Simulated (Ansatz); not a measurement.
# InSe (R3m): the HSE06 gap against the k mesh of the hybrid

Wanted: the cheapest k mesh of the hybrid that holds the HSE06 gap of InSe (R3m).

Main program and level: Ansatz 0.2.0; DFT, HSE06, plane waves, PAW.

This is a report of a sequence of runs, with most program output left out.

## (1) Set-up

The structure is trigonal, space group R3m (No. 160). Conventional cell: a = 4.000 Å, b = 4.000 Å, c = 24.950 Å, α = 90.00°, β = 90.00°, γ = 120.00°. Nearest to In lie 3 Se at 2.64 Å and 1 In at 2.80 Å. In has 3 Se at 2.64 Å and 1 In at 2.80 Å nearest. Nearest to Se lie 3 In at 2.64 Å. Nearest to Se lie 3 In at 2.64 Å. Farther neighbours and most contacts between anions are not listed.

The cell and positions come from the Crystallography Open Database and are kept as given unless a step says otherwise. The default PAW set here is soft_2. Its files were made with PBE.

## (2) k mesh of the hybrid: 2×2×2

The input, input.yaml:

```yaml
crystal:
  lattice:
    - [2.0, 1.1547005384, 8.3166666667]
    - [-2.0, 1.1547005384, 8.3166666667]
    - [0.0, -2.3094010768, 8.3166666667]
  atoms:
    - { symbol: In, position: [0.0, 0.0, 0.0] }
    - { symbol: In, position: [0.1122, 0.1122, 0.1122] }
    - { symbol: Se, position: [0.6155, 0.6155, 0.6155] }
    - { symbol: Se, position: [0.83, 0.83, 0.83] }
kpoints:
  mp_grid: { grid: [2, 2, 2] }
  band_path:
    path:
      - [0.0, 0.0, 0.0]
      - [-0.5, -0.5, -0.5]
      - [-0.5, -0.17951802, -0.82048198]
      - [-0.17951802, 0.17951802, -0.5]
      - [0.0, 0.0, -0.5]
      - [0.0, 0.33975901, -0.33975901]
      - [-0.33975901, 0.0, -0.66024099]
      - [-0.5, 0.0, -0.5]
    npoints: 1
hamiltonian:
  xc: hse06
scf:
  occupations: { method: fixed }
  n_extra_bands: 5
output:
  eigenvalues: true
  write_density: true
  write_potential: true
  elf: true
  volumetric_format: npy
```

Run with:

```bash
$ ansatz run input.yaml --threads 3 --pin off --max-ram 92160MiB --backend cuda --events-out ev --progress --plain --runs-dir out --devices 1 --max-vram 13GiB
```

Wall time 16 s (1 × NVIDIA H100 80GB HBM3 (shared by 6 runs) with 3 threads of AMD EPYC 7R13 (Zen 3), shared host); peak memory 1.3 GiB; 15 s of CPU time.

Numbers from this step:

```yaml
gap: 1.149 eV
valence_top_at: T
conduction_bottom_at: T
least_direct_gap: 1.149 eV
exact_exchange_fraction: 0.25
```

The gap is direct, at (-0.500, -0.500, -0.500).

## (3) k mesh of the hybrid: 4×4×4

Changes to input.yaml since step 2:

```diff
@@ -11,3 +11,3 @@
 kpoints:
-  mp_grid: { grid: [2, 2, 2] }
+  mp_grid: { grid: [4, 4, 4] }
   band_path:
@@ -30,5 +30 @@
   eigenvalues: true
-  write_density: true
-  write_potential: true
-  elf: true
-  volumetric_format: npy
```

It took 30 s on 1 × NVIDIA H100 80GB HBM3 (shared by 6 runs) with 3 threads; peak memory 1.6 GiB; 50 s of CPU time.

Numbers from this step:

```yaml
gap: 1.129 eV
valence_top_at: T
conduction_bottom_at: T
least_direct_gap: 1.129 eV
```

The gap is 1.129 eV, −0.020 eV from the run before at this level.

## (4) k mesh of the hybrid: 6×6×6

Changes to input.yaml since step 3:

```diff
@@ -11,3 +11,3 @@
 kpoints:
-  mp_grid: { grid: [4, 4, 4] }
+  mp_grid: { grid: [6, 6, 6] }
   band_path:
@@ -30 +30,5 @@
   eigenvalues: true
+  write_density: true
+  write_potential: true
+  elf: true
+  volumetric_format: npy
```

It took 56 s on 1 × NVIDIA H100 80GB HBM3 (shared by 6 runs) with 3 threads; peak memory 2.5 GiB; 100 s of CPU time.

Numbers from this step:

- gap: 1.127 eV
- valence top at: T
- conduction bottom at: T
- least direct gap: 1.127 eV

The gap is 1.127 eV, −0.002 eV from the run before at this level.

## (5) The series

Differences are against the last row; a negative gap means that bands overlap, and a run with a band path holds that path's time. Times are wall times on 1 × NVIDIA H100 80GB HBM3 (shared by 6 runs) with 3 threads of AMD EPYC 7R13 (Zen 3), shared host, good to a factor of about two.

```
k mesh of the hybrid  gap (eV)  direct gap (eV)  gap error (eV)  energy error (meV/atom)  irreducible k  time
               2×2×2     1.149            1.149          +0.022                   +310.1              4  16 s
               4×4×4     1.129            1.129          +0.002                    +15.0             13  30 s
               6×6×6     1.127            1.127          +0.000                     +0.0             32  56 s
```

## (6) Results

```
2×2×2 : 1.149 eV
4×4×4 : 1.129 eV
6×6×6 : 1.127 eV
```

The gap holds to 0.02 eV from 4×4×4 on. At 2×2×2 the gap is off by +0.022 eV and the energy by +310 meV/atom. The gap is read over the mesh and added points near the edges, so meshes differ mainly through the density and, for a hybrid, the exchange operator.

[Paths, hosts, dates, memory and timing lines, banners, echoed tables and standing remarks are left out of the program output.]

[Logs are printed without paths, hosts, clocks, repeated set-up lines and the standing remarks that a program may print on its own settings, such as how far it seeks lower states.]

[Runs of the session that timed out or met a known fault of the program may be left out.]

[Cells called generated may have been cut or substituted from an entry of the Crystallography Open Database or the Materials Project.]

[Hosts, paths, dates, database ids (printed as entryN), source tags and the programs' standing remarks are cut or masked in the printed files.]
